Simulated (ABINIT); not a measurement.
```
! title: CdS (Greenockite): one start, several treatments of the self-energy
! method: RPA screening on PBE, plane waves, norm-conserving pseudopotentials (and 3 further levels or steps)
! program: ABINIT 10.8.3
! settings: cutoff 47 Ha, PseudoDojo scalar-relativistic 0.4.1 standard, norm-conserving, potential set dojo-sr-pbe-0.4.1-standard, ngkpt (3, 3, 2), nband 165, ecuteps 5.6 Ha, gwcalctyp 1, nfreqim 16, inclvkb 2, shiftk (0, 0, 0), symchi 1, awtr 1, frequency ac, 3×3×2 k-mesh
! notes: The database entry behind the starting cell differs from other determinations of this structure. The program’s warnings: nproc spkpt=  >= nkpt= * nsppol=. The cell and positions come from the Crystallography Open Database and are kept as given unless a step says otherwise. Limits: no spin-orbit coupling. The 3×3×2 mesh is coarse for this cell, which bears on the long-range parts of exchange and screening.
! G0W0, Godby-Needs plasmon pole: 2.006 eV
! G0W0, Hybertsen-Louie plasmon pole: 2.153 eV
! G0W0, von der Linden-Horsch plasmon pole: 1.979 eV
! G0W0, Engel-Farid plasmon pole: 1.952 eV
! one-shot Hartree-Fock: 8.226 eV
! G0W0, contour deformation: 1.972 eV
! G0W0, analytic continuation: 1.751 eV
! known limits: short of the basis limit; no spin-orbit coupling; coarse k mesh
CELL_PARAMETERS angstrom
4.15000 0.00000 0.00000
-2.07500 3.59401 0.00000
0.00000 0.00000 6.73700
ATOMIC_POSITIONS crystal
Cd 0.33333 0.66667 0.00000
Cd 0.66667 0.33333 0.50000
S 0.33333 0.66667 0.37500
S 0.66667 0.33333 0.87500
```

[Long decimals in the printed logs are rounded to 6 places.]

[Logs are printed without paths, hosts, clocks, repeated set-up lines and the standing remarks that a program may print on its own settings, such as how far it seeks lower states.]

[Paths, hosts, dates, memory and timing lines, banners, echoed tables and standing remarks are left out of the program output; an Ansatz launch command may be rebuilt from the run's recorded settings. Measured values are a selection of at most five: reports struck by readers or far from the other reports are left out. None is set beside runs whose start may be inverted or whose files or cutoffs have a known fault.]

[Runs of the session that timed out or met a known fault of the program may be left out.]

[Hosts, paths, dates, database ids (printed as entryN), source tags and the programs' standing remarks are cut or masked in the printed files.]

[G0W0 gaps are taken among the corrected bands and points alone; a level outside them can change the order at an edge.]

[Where Ansatz stands beside ABINIT at settings called matched, ABINIT's density can come from a denser mesh and the files from another edition; pairs whose starting gaps differed by over 0.03 eV were left out, so agreement reads better than it is.]
